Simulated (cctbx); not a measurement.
# Reading a Patterson map

Space group P2_1/c (no. 14), a = 8.0600 Å, b = 7.1090 Å, c = 14.1500 Å, α = 90.00°, β = 92.51°, γ = 90.00°, content I8 In4 Cu4 Cl8.

Simulated single-crystal data (cctbx): Mo Kα, λ = 0.71073 Å, to d = 0.77 Å, 50 % of the full sphere, strongest reflection 20000 counts, noise from counting, a 3 % proportional error and a noise floor of 2 counts (s.d.); no absorption.

Patterson synthesis, origin scaled to 1000:

```text
Patterson group P 1 2/m 1
      u       v       w   height  length (A)
  0.000   0.000   0.000   1000.0     0.00
  0.126   0.500   0.876    525.7     4.11
  0.252   0.000   0.750    445.0     4.16
  0.000   0.157   0.500    412.2     7.16
  0.374   0.500   0.290    373.8     6.12
  0.377   0.500   0.626    353.3     7.16
  0.233   0.000   0.415    279.1     6.09
  0.500   0.000   0.500    270.2     7.99
  0.125   0.337   0.376    262.2     5.88
  0.107   0.500   0.535    245.3     7.56
  0.488   0.000   0.167    245.3     4.50
  0.250   0.163   0.249    210.6     4.15
  0.376   0.354   0.791    189.3     5.01
  0.379   0.338   0.127    159.8     4.22
```

Q: Assign the vectors.

A peak at u stands for all pairs with xi − xj = u, with weight Σ ZiZj against Σ Z² = 37752 at the origin. Peak heights follow these weights only roughly, since form factors, motion and series ripples differ, all vectors within 0.55 Å of a peak are counted as merged into it though the farther ones add only part of their weight, and F(000) is left out, which lowers the whole map:

| u | v | w | shortest length (Å) | height | 1000 ΣZiZj/ΣZ² | pairs in the cell |
| --- | --- | --- | --- | --- | --- | --- |
| 0.126 | 0.500 | 0.876 | 4.11 | 526 | 588 | 6 × I–I, 4 × I–Cl, 6 × Cl–Cl |
| 0.252 | 0.000 | 0.750 | 4.16 | 445 | 564 | 4 × I–I, 8 × I–Cl, 2 × Cu–Cu, 4 × Cl–Cl |
| 0.000 | 0.157 | 0.500 | 7.16 | 412 | 455 | 4 × I–I, 2 × In–In, 4 × Cl–Cl |
| 0.374 | 0.500 | 0.290 | 6.12 | 374 | 402 | 4 × I–In, 2 × In–In |
| 0.377 | 0.500 | 0.626 | 7.16 | 353 | 451 | 12 × I–Cl, 2 × I–I, 2 × Cl–Cl |
| 0.233 | 0.000 | 0.415 | 6.09 | 279 | 275 | 4 × I–In |
| 0.500 | 0.000 | 0.500 | 7.99 | 270 | 382 | 16 × I–Cl |
| 0.125 | 0.337 | 0.376 | 5.88 | 262 | 294 | 3 × I–I, 2 × I–Cl, 3 × Cl–Cl |
| 0.107 | 0.500 | 0.535 | 7.56 | 245 | 275 | 4 × I–In |
| 0.488 | 0.000 | 0.167 | 4.50 | 245 | 275 | 4 × I–In |

The table stops at ten peaks or at a height of 45, below which ripples compete. In the model behind the data I, the heaviest element, has 2 independent sites: (0.9343, 0.8261, 0.8144) and (0.1899, 0.6578, 0.0642), up to an allowed shift of origin; the I–I vectors are differences of these positions and their symmetry mates. Elements of similar Z can't be told apart from the map alone. The whole model:

```csv
atom,mult.,x,y,z,Ueq (Å²)
I1,4,0.9343,0.8261,0.8144,0.0234
I2,4,0.1899,0.6578,0.0642,0.0283
In1,4,0.7019,0.6790,0.8983,0.0217
Cu1,4,0.8525,0.5172,0.1273,0.0280
Cl1,4,0.6841,0.8233,0.0627,0.0247
Cl2,4,0.4141,0.6847,0.8026,0.0288
```

This is a model crystal, built by substitution and not relaxed, with assumed displacement parameters.

[Logs are printed without paths, hosts, clocks, repeated set-up lines and the standing remarks that a program may print on its own settings, such as how far it seeks lower states.]
